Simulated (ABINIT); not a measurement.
# A GW chain in ABINIT: H6PbCNCl3 (Pm), part 2 of 3

Wanted: ground state, empty states, screening and self-energy for H6PbCNCl3 (Pm).

ABINIT 10.8.3; PBEsol and many-body steps on it, plane waves. Known limits of the many-body steps: not at the basis limit; no spin-orbit coupling; coarse k mesh.

So far. Step 2 (Ground state): The gap is direct, at (0.500, 0.500, 0.500).

## 3. Bands along the symmetry lines

Level of this step: DFT, PBEsol, plane waves, norm-conserving pseudopotentials (ABINIT).

Levels along a band path, at the cheap level, show where the edges lie and whether the meshes to come will hold them.

Contents of run.abi:

```
acell 3*1.0 Angstrom
rprim 
  5.752832000000 0.000000000000 0.000000000000
  0.000000000000 5.764671000000 0.000000000000
  -0.002604000000 0.000000000000 5.855201000000
ntypat 5
znucl 1 82 6 7 17
natom 12
typat 1 1 1 1 1 1 2 3 4 5 5 5
xred 
  0.879476000000 0.500000000000 0.790423000000
  0.813252000000 0.344072000000 0.047387000000
  0.813252000000 0.655928000000 0.047387000000
  0.229661000000 0.354316000000 0.978538000000
  0.229661000000 0.645684000000 0.978538000000
  0.170957000000 0.500000000000 0.216412000000
  0.473988000000 0.000000000000 0.483874000000
  0.894268000000 0.500000000000 0.976848000000
  0.144932000000 0.500000000000 0.040731000000
  0.427891000000 0.000000000000 0.975558000000
  0.429192000000 0.500000000000 0.520036000000
  0.971826000000 0.000000000000 0.439660000000
pp_dirpath "pseudos"
pseudos "H.upf, Pb.upf, C.upf, N.upf, Cl.upf"
ecut 37
iscf -2
irdden 1
kptopt 0
nkpt 41
kpt 
  0.00000000 0.00000000 0.00000000
  0.00000000 0.12500000 0.00000000
  0.00000000 0.25000000 0.00000000
  0.00000000 0.37500000 0.00000000
  0.00000000 0.50000000 0.00000000
  0.00000000 0.50000000 0.12500000
  0.00000000 0.50000000 0.25000000
  0.00000000 0.50000000 0.37500000
  0.00000000 0.50000000 0.50000000
  0.00000000 0.37500000 0.50000000
  0.00000000 0.25000000 0.50000000
  0.00000000 0.12500000 0.50000000
  0.00000000 0.00000000 0.50000000
  0.00000000 0.00000000 0.37500000
  0.00000000 0.00000000 0.25000000
  0.00000000 0.00000000 0.12500000
  0.00000000 0.00000000 0.00000000
  -0.12500000 0.00000000 0.12500000
  -0.25000000 0.00000000 0.25000000
  -0.37500000 0.00000000 0.37500000
  -0.50000000 0.00000000 0.50000000
  -0.50000000 0.12500000 0.50000000
  -0.50000000 0.25000000 0.50000000
  -0.50000000 0.37500000 0.50000000
  -0.50000000 0.50000000 0.50000000
  -0.37500000 0.50000000 0.37500000
  -0.25000000 0.50000000 0.25000000
  -0.12500000 0.50000000 0.12500000
  0.00000000 0.50000000 0.00000000
  -0.12500000 0.50000000 0.00000000
  -0.25000000 0.50000000 0.00000000
  -0.37500000 0.50000000 0.00000000
  -0.50000000 0.50000000 0.00000000
  -0.50000000 0.37500000 0.00000000
  -0.50000000 0.25000000 0.00000000
  -0.50000000 0.12500000 0.00000000
  -0.50000000 0.00000000 0.00000000
  -0.37500000 0.00000000 0.00000000
  -0.25000000 0.00000000 0.00000000
  -0.12500000 0.00000000 0.00000000
  0.00000000 0.00000000 0.00000000
istwfk *1
nband 36
nbdbuf 2
tolwfr 1e-08
nstep 40
prtwf 0
prtvol 0
indata_prefix "in"
outdata_prefix "out"
tmpdata_prefix "tmp"
```

The run is started by

```console
> OMP_NUM_THREADS=1 mpirun -n 8 abinit run.abi > log
```

Numbers of over 12 decimals in the logs are rounded to 6 here.

What it wrote:

```text
.Version 10.8.3 of ABINIT. v10.8.2 released Aug 2026.

 Symmetries : space group Pm (#  6); Bravais mP (primitive monocl.)
[... echo of the input left out ...]
== DATASET  1 ==================================================================
-   mpi_nproc: 8, omp_nthreads: 1 (-1 if OMP is not activated)

--- !DatasetInfo
iteration_state: {dtset: 1, }
dimensions: {natom: 12, nkpt: 41, mband: 36, nsppol: 1, nspinor: 1, nspden: 1, mpw: 14134, }
cutoff_energies: {ecut:  37.0, pawecutdg:  -1.0, }
electrons: {nelect:   5.80000000E+01, charge:   0.00000000E+00, occopt:   1.00000000E+00, tsmear:   1.00000000E-02, }

 Real(R)+Recip(G) space primitive vectors, cartesian coordinates (Bohr,Bohr^-1):
 R(1)= 10.8712769  0.0000000  0.0000000  G(1)=  0.0919855  0.0000000  0.0000409
 R(2)=  0.0000000 10.8936494  0.0000000  G(2)=  0.0000000  0.0917966  0.0000000
 R(3)= -0.0049208  0.0000000 11.0647263  G(3)=  0.0000000  0.0000000  0.0903773
 Unit cell volume ucvol=  1.3103721E+03 bohr^3
 Angles (23,13,12)=  9.00000000E+01  9.00254813E+01  9.00000000E+01 degrees

 getcut: wavevector=  0.0000  0.0000  0.0000  ngfft=  60  60  64
         ecut(hartree)=     37.000   => boxcut(ratio)=   2.01146

--- Pseudopotential description ------------------------------------------------
- H Generated using ONCVPSP code by D. R. Hamann
-  1.00000   1.00000  180301                  znucl, zion, pspdat
12 -116133 1 -1 1180                          pspcod,pspxc,lmax,lloc,mmax
     nproj     2     1     0
  pspatm : epsatm=    0.35585368
         --- l  ekb(1:nproj) -->
             0   -1.674911   -0.523609
             1   -0.494138
 pspatm: atomic psp has been read  and splines computed

- Pb Generated using ONCVPSP code by D. R. Hamann
- 82.00000  22.00000  180301                  znucl, zion, pspdat
12 -116133 2 -1 1678                          pspcod,pspxc,lmax,lloc,mmax
     nproj     2     2     2
  pspatm : epsatm=   27.24616311
         --- l  ekb(1:nproj) -->
             0   16.718077    2.142855
             1    7.403376    1.248372
[...]
pspatm: atomic psp has been read  and splines computed

- C Generated using ONCVPSP code by D. R. Hamann
-  6.00000   4.00000  180301                  znucl, zion, pspdat
12 -116133 1 -1 1248                          pspcod,pspxc,lmax,lloc,mmax
     nproj     2     2     0
  pspatm : epsatm=    4.34909242
         --- l  ekb(1:nproj) -->
[...]
pspatm: atomic psp has been read  and splines computed

- N Generated using ONCVPSP code by D. R. Hamann
-  7.00000   5.00000  180301                  znucl, zion, pspdat
12 -116133 1 -1 1058                          pspcod,pspxc,lmax,lloc,mmax
     nproj     2     2     0
  pspatm : epsatm=    5.26508482
         --- l  ekb(1:nproj) -->
[...]
pspatm: atomic psp has been read  and splines computed

- Cl Generated using ONCVPSP code by D. R. Hamann
[...]
-4.5378E-02 -4.3970E-02 -3.8847E-02 -2.6626E-02 -2.5655E-02  1.8745E-01
  2.2214E-01  2.2828E-01  2.4399E-01  2.4991E-01  2.6297E-01  2.6694E-01

--- !ResultsGS
iteration_state: {dtset: 1, }
comment   : Summary of ground state results
lattice_vectors:
- [ 10.8712769,   0.0000000,   0.0000000, ]
- [  0.0000000,  10.8936494,   0.0000000, ]
- [ -0.0049208,   0.0000000,  11.0647263, ]
lattice_lengths: [  10.87128,   10.89365,   11.06473, ]
lattice_angles: [ 90.000,  90.025,  90.000, ] # degrees, (23, 13, 12)
lattice_volume:   1.3103721E+03
convergence: {deltae:  0.000E+00, res2:  0.000E+00, residm:  9.982E-09, diffor:  0.000E+00, }
etotal    :  -2.78720347E+02
entropy   :   0.00000000E+00
fermie    :   2.30585142E-02
cartesian_stress_tensor: null
pressure_GPa: null
xred      :
- [  8.7948E-01,   5.0000E-01,   7.9042E-01,  H]
- [  8.1325E-01,   3.4407E-01,   4.7387E-02,  H]
- [  8.1325E-01,   6.5593E-01,   4.7387E-02,  H]
- [  2.2966E-01,   3.5432E-01,   9.7854E-01,  H]
- [  2.2966E-01,   6.4568E-01,   9.7854E-01,  H]
- [  1.7096E-01,   5.0000E-01,   2.1641E-01,  H]
- [  4.7399E-01,   0.0000E+00,   4.8387E-01, Pb]
- [  8.9427E-01,   5.0000E-01,   9.7685E-01,  C]
- [  1.4493E-01,   5.0000E-01,   4.0731E-02,  N]
- [  4.2789E-01,   0.0000E+00,   9.7556E-01, Cl]
- [  4.2919E-01,   5.0000E-01,   5.2004E-01, Cl]
- [  9.7183E-01,   0.0000E+00,   4.3966E-01, Cl]
cartesian_forces: null
force_length_stats: {min: null, max: null, mean: null, }

 Integrated electronic density in atomic spheres:
 ------------------------------------------------
 Atom  Sphere_radius  Integrated_density
[...]
================================================================================

 ----iterations are completed or convergence reached----

 Mean square residual over all n,k,spin=   59.417E-10; max=  99.821E-10
 reduced coordinates (array xred) for   12 atoms
[...]
0.429192000000      0.500000000000      0.520036000000
       0.971826000000      0.000000000000      0.439660000000

 cartesian coordinates (angstrom) at end:
[...]
length scales=  1.889726125908  1.889726125908  1.889726125908 bohr
              =  1.000000000000  1.000000000000  1.000000000000 angstroms
 prteigrs : about to open file out_EIG
 Eigenvalues (hartree) for nkpt=  41  k points:
 kpt#   1, nband= 36, wtk=  1.00000, kpt=  0.0000  0.0000  0.0000 (reduced coord)
[...]
kpt#   2, nband= 36, wtk=  1.00000, kpt=  0.0000  0.1250  0.0000 (reduced coord)
[...]
kpt#   3, nband= 36, wtk=  1.00000, kpt=  0.0000  0.2500  0.0000 (reduced coord)
[...]
kpt#  40, nband= 36, wtk=  1.00000, kpt= -0.1250  0.0000  0.0000 (reduced coord)
[...]
0.23285    0.25239    0.26032    0.26485
 kpt#  41, nband= 36, wtk=  1.00000, kpt=  0.0000  0.0000  0.0000 (reduced coord)
[...]
-0.22029   -0.20982   -0.13893   -0.13859   -0.10951   -0.10925   -0.10202   -0.05003
  -0.04538   -0.04397   -0.03885   -0.02663   -0.02565    0.18745    0.22214    0.22828
   0.24399    0.24991    0.26297    0.26694

== END DATASET(S) ==============================================================
================================================================================

 -outvars: echo values of variables after computation  --------
            nband          36
             nkpt          41
          spgroup           6
 [... the other variables as echoed above ...]

 Calculation completed.
```

Elapsed: 71 s, on 8 MPI ranks of AMD EPYC 7B13 (Zen 3), shared host; peak memory 1.1 GiB.

Numbers from this step:

```
gap                        : 2.463 eV
k of the valence top       : -0.5, 0.5, 0.5
k of the conduction bottom : -0.5, 0.5, 0.5
least direct gap           : 2.463 eV
```

The gap is 2.463 eV, as in the run before at this level.

The electronic bands at the labelled points (eV, zero at the top of the highest filled band):

```csv
point,band 26,band 27,band 28,band 29,band 30,band 31,band 32,band 33
Γ,-1.82,-1.68,-1.35,-1.33,4.47,5.42,5.58,6.01
halfway,-1.80,-1.70,-1.37,-1.32,4.40,5.00,5.22,5.91
Z,-1.69,-1.53,-1.36,-1.20,3.29,5.06,5.63,5.88
halfway,-1.79,-1.51,-1.43,-1.02,3.10,4.00,5.45,6.07
D,-1.69,-1.50,-1.50,-0.71,2.82,2.91,5.32,6.24
halfway,-1.73,-1.61,-1.41,-1.07,2.96,4.17,5.46,6.03
B,-1.64,-1.64,-1.37,-1.23,3.16,5.30,5.50,5.84
halfway,-1.82,-1.65,-1.36,-1.33,4.28,4.92,5.41,5.90
Γ,-1.82,-1.68,-1.35,-1.33,4.47,5.42,5.58,6.01
halfway,-1.84,-1.52,-1.42,-1.23,3.93,4.69,5.23,5.39
A,-1.83,-1.49,-1.18,-0.48,2.80,3.03,4.96,5.67
halfway,-1.71,-1.32,-1.18,-0.35,2.61,2.79,3.91,5.98
E,-1.67,-1.19,-1.18,0.00,2.46,2.49,2.71,5.88
halfway,-1.78,-1.35,-1.33,-0.83,2.89,3.63,4.48,6.14
Z,-1.69,-1.53,-1.36,-1.20,3.29,5.06,5.63,5.88
halfway,-1.77,-1.42,-1.33,-0.98,3.07,4.31,5.06,5.97
C2,-1.83,-1.49,-1.17,-0.36,2.86,3.01,4.89,5.87
halfway,-1.75,-1.48,-1.29,-0.72,3.12,4.11,5.03,5.35
Y2,-1.71,-1.46,-1.43,-0.85,3.33,4.76,5.23,5.25
halfway,-1.76,-1.55,-1.40,-1.35,4.44,4.93,5.35,5.39
Γ,-1.82,-1.68,-1.35,-1.33,4.47,5.42,5.58,6.01
```

## 4. Empty states on the mesh, 2×2×2 mesh, 183 bands

The sums over transitions need many empty states on a uniform mesh; this step solves for them.

Contents of run.abi:

```
acell 3*1.0 Angstrom
rprim 
  5.752832000000 0.000000000000 0.000000000000
  0.000000000000 5.764671000000 0.000000000000
  -0.002604000000 0.000000000000 5.855201000000
ntypat 5
znucl 1 82 6 7 17
natom 12
typat 1 1 1 1 1 1 2 3 4 5 5 5
xred 
  0.879476000000 0.500000000000 0.790423000000
  0.813252000000 0.344072000000 0.047387000000
  0.813252000000 0.655928000000 0.047387000000
  0.229661000000 0.354316000000 0.978538000000
  0.229661000000 0.645684000000 0.978538000000
  0.170957000000 0.500000000000 0.216412000000
  0.473988000000 0.000000000000 0.483874000000
  0.894268000000 0.500000000000 0.976848000000
  0.144932000000 0.500000000000 0.040731000000
  0.427891000000 0.000000000000 0.975558000000
  0.429192000000 0.500000000000 0.520036000000
  0.971826000000 0.000000000000 0.439660000000
pp_dirpath "pseudos"
pseudos "H.upf, Pb.upf, C.upf, N.upf, Cl.upf"
ecut 37
ngkpt 2 2 2
nshiftk 1
shiftk 0 0 0
kptopt 1
chksymbreak 0
iscf -2
irdden 1
istwfk *1
nband 183
nbdbuf 16
tolwfr 1e-09
nstep 60
prtvol 0
indata_prefix "in"
outdata_prefix "out"
tmpdata_prefix "tmp"
```

What it wrote:

```text
.Version 10.8.3 of ABINIT. v10.8.2 released Aug 2026.

 Symmetries : space group Pm (#  6); Bravais mP (primitive monocl.)
[... echo of the input left out ...]
== DATASET  1 ==================================================================
-   mpi_nproc: 8, omp_nthreads: 1 (-1 if OMP is not activated)

--- !DatasetInfo
iteration_state: {dtset: 1, }
dimensions: {natom: 12, nkpt: 8, mband: 183, nsppol: 1, nspinor: 1, nspden: 1, mpw: 14134, }
cutoff_energies: {ecut:  37.0, pawecutdg:  -1.0, }
electrons: {nelect:   5.80000000E+01, charge:   0.00000000E+00, occopt:   1.00000000E+00, tsmear:   1.00000000E-02, }

 Real(R)+Recip(G) space primitive vectors, cartesian coordinates (Bohr,Bohr^-1):
 R(1)= 10.8712769  0.0000000  0.0000000  G(1)=  0.0919855  0.0000000  0.0000409
 R(2)=  0.0000000 10.8936494  0.0000000  G(2)=  0.0000000  0.0917966  0.0000000
 R(3)= -0.0049208  0.0000000 11.0647263  G(3)=  0.0000000  0.0000000  0.0903773
 Unit cell volume ucvol=  1.3103721E+03 bohr^3
 Angles (23,13,12)=  9.00000000E+01  9.00254813E+01  9.00000000E+01 degrees

 getcut: wavevector=  0.0000  0.0000  0.0000  ngfft=  60  60  64
         ecut(hartree)=     37.000   => boxcut(ratio)=   2.01146

--- Pseudopotential description ------------------------------------------------
- H Generated using ONCVPSP code by D. R. Hamann
-  1.00000   1.00000  180301                  znucl, zion, pspdat
12 -116133 1 -1 1180                          pspcod,pspxc,lmax,lloc,mmax
     nproj     2     1     0
  pspatm : epsatm=    0.35585368
         --- l  ekb(1:nproj) -->
             0   -1.674911   -0.523609
             1   -0.494138
 pspatm: atomic psp has been read  and splines computed

- Pb Generated using ONCVPSP code by D. R. Hamann
- 82.00000  22.00000  180301                  znucl, zion, pspdat
12 -116133 2 -1 1678                          pspcod,pspxc,lmax,lloc,mmax
     nproj     2     2     2
  pspatm : epsatm=   27.24616311
         --- l  ekb(1:nproj) -->
             0   16.718077    2.142855
             1    7.403376    1.248372
[...]
pspatm: atomic psp has been read  and splines computed

- C Generated using ONCVPSP code by D. R. Hamann
-  6.00000   4.00000  180301                  znucl, zion, pspdat
12 -116133 1 -1 1248                          pspcod,pspxc,lmax,lloc,mmax
     nproj     2     2     0
  pspatm : epsatm=    4.34909242
         --- l  ekb(1:nproj) -->
[...]
pspatm: atomic psp has been read  and splines computed

- N Generated using ONCVPSP code by D. R. Hamann
-  7.00000   5.00000  180301                  znucl, zion, pspdat
12 -116133 1 -1 1058                          pspcod,pspxc,lmax,lloc,mmax
     nproj     2     2     0
  pspatm : epsatm=    5.26508482
         --- l  ekb(1:nproj) -->
[...]
pspatm: atomic psp has been read  and splines computed

- Cl Generated using ONCVPSP code by D. R. Hamann
[...]
-4.6360E-01 -4.2362E-01 -2.9521E-01 -2.8891E-01 -2.2029E-01 -2.0982E-01
[...]
1.5810E+00  1.5853E+00  1.5916E+00  1.5999E+00  1.6059E+00  1.6283E+00
  1.6374E+00  1.6431E+00  1.6435E+00  1.6480E+00  1.6490E+00  1.6596E+00
[...]
prteigrs : prtvol=0 or 1, do not print more k-points.

--- !ResultsGS
iteration_state: {dtset: 1, }
comment   : Summary of ground state results
lattice_vectors:
- [ 10.8712769,   0.0000000,   0.0000000, ]
- [  0.0000000,  10.8936494,   0.0000000, ]
- [ -0.0049208,   0.0000000,  11.0647263, ]
lattice_lengths: [  10.87128,   10.89365,   11.06473, ]
lattice_angles: [ 90.000,  90.025,  90.000, ] # degrees, (23, 13, 12)
lattice_volume:   1.3103721E+03
convergence: {deltae:  0.000E+00, res2:  0.000E+00, residm:  9.982E-10, diffor:  0.000E+00, }
etotal    :  -2.78720347E+02
entropy   :   0.00000000E+00
fermie    :   2.30585142E-02
cartesian_stress_tensor: null
pressure_GPa: null
xred      :
- [  8.7948E-01,   5.0000E-01,   7.9042E-01,  H]
- [  8.1325E-01,   3.4407E-01,   4.7387E-02,  H]
- [  8.1325E-01,   6.5593E-01,   4.7387E-02,  H]
- [  2.2966E-01,   3.5432E-01,   9.7854E-01,  H]
- [  2.2966E-01,   6.4568E-01,   9.7854E-01,  H]
- [  1.7096E-01,   5.0000E-01,   2.1641E-01,  H]
- [  4.7399E-01,   0.0000E+00,   4.8387E-01, Pb]
- [  8.9427E-01,   5.0000E-01,   9.7685E-01,  C]
- [  1.4493E-01,   5.0000E-01,   4.0731E-02,  N]
- [  4.2789E-01,   0.0000E+00,   9.7556E-01, Cl]
- [  4.2919E-01,   5.0000E-01,   5.2004E-01, Cl]
- [  9.7183E-01,   0.0000E+00,   4.3966E-01, Cl]
cartesian_forces: null
force_length_stats: {min: null, max: null, mean: null, }

 Integrated electronic density in atomic spheres:
 ------------------------------------------------
 Atom  Sphere_radius  Integrated_density
[...]
================================================================================

 ----iterations are completed or convergence reached----

 Mean square residual over all n,k,spin=   47.191E-11; max=  99.819E-11
 reduced coordinates (array xred) for   12 atoms
[...]
0.429192000000      0.500000000000      0.520036000000
       0.971826000000      0.000000000000      0.439660000000

 cartesian coordinates (angstrom) at end:
    1      5.057419     2.882335     4.628086
    2      4.678379     1.983462     0.277460
    3      4.678379     3.781209     0.277460
[...]
11      2.467715     2.882335     3.044915
   12      5.589607     0.000000     2.574298
 length scales=  1.889726125908  1.889726125908  1.889726125908 bohr
              =  1.000000000000  1.000000000000  1.000000000000 angstroms
 prteigrs : about to open file out_EIG
 Eigenvalues (hartree) for nkpt=   8  k points:
 kpt#   1, nband=183, wtk=  0.12500, kpt=  0.0000  0.0000  0.0000 (reduced coord)
[...]
1.51846    1.51924    1.53116    1.54827    1.55180    1.55870    1.56272    1.57726
   1.58101    1.58534    1.59162    1.59994    1.60589    1.62829    1.63743    1.64309
   1.64354    1.64805    1.64900    1.65964    1.67991    1.68195    1.69321
 prteigrs : prtvol=0 or 1, do not print more k-points.

== END DATASET(S) ==============================================================
================================================================================

 -outvars: echo values of variables after computation  --------
            nband         183
             nkpt           8
          spgroup           6
 [... the other variables as echoed above ...]

 Calculation completed.
```

It took 3.2 min on 8 MPI ranks; peak memory 1.1 GiB.

This step gave:

- gap: 2.463 eV
- k of the valence top: 0.5, 0.5, 0.5
- k of the conduction bottom: 0.5, 0.5, 0.5
- least direct gap: 2.463 eV
- k points computed: 8
- lowest point of the top converged band, above the valence top: 41.55 eV

On this mesh the gap is 2.463 eV.

[end of part 2 of 3]

[Paths, hosts, dates, memory and timing lines, banners, echoed tables and standing remarks are left out of the program output.]

[Logs are printed without paths, hosts, clocks, repeated set-up lines and the standing remarks that a program may print on its own settings, such as how far it seeks lower states.]

[Runs of the session that timed out or met a known fault of the program may be left out.]

[Hosts, paths, dates, database ids (printed as entryN), source tags and the programs' standing remarks are cut or masked in the printed files.]

[G0W0 gaps are taken among the corrected bands and points alone; a level outside them can change the order at an edge.]

[Where Ansatz stands beside ABINIT at settings called matched, ABINIT's density can come from a denser mesh and the files from another edition; pairs whose starting gaps differed by over 0.03 eV were left out, so agreement reads better than it is.]
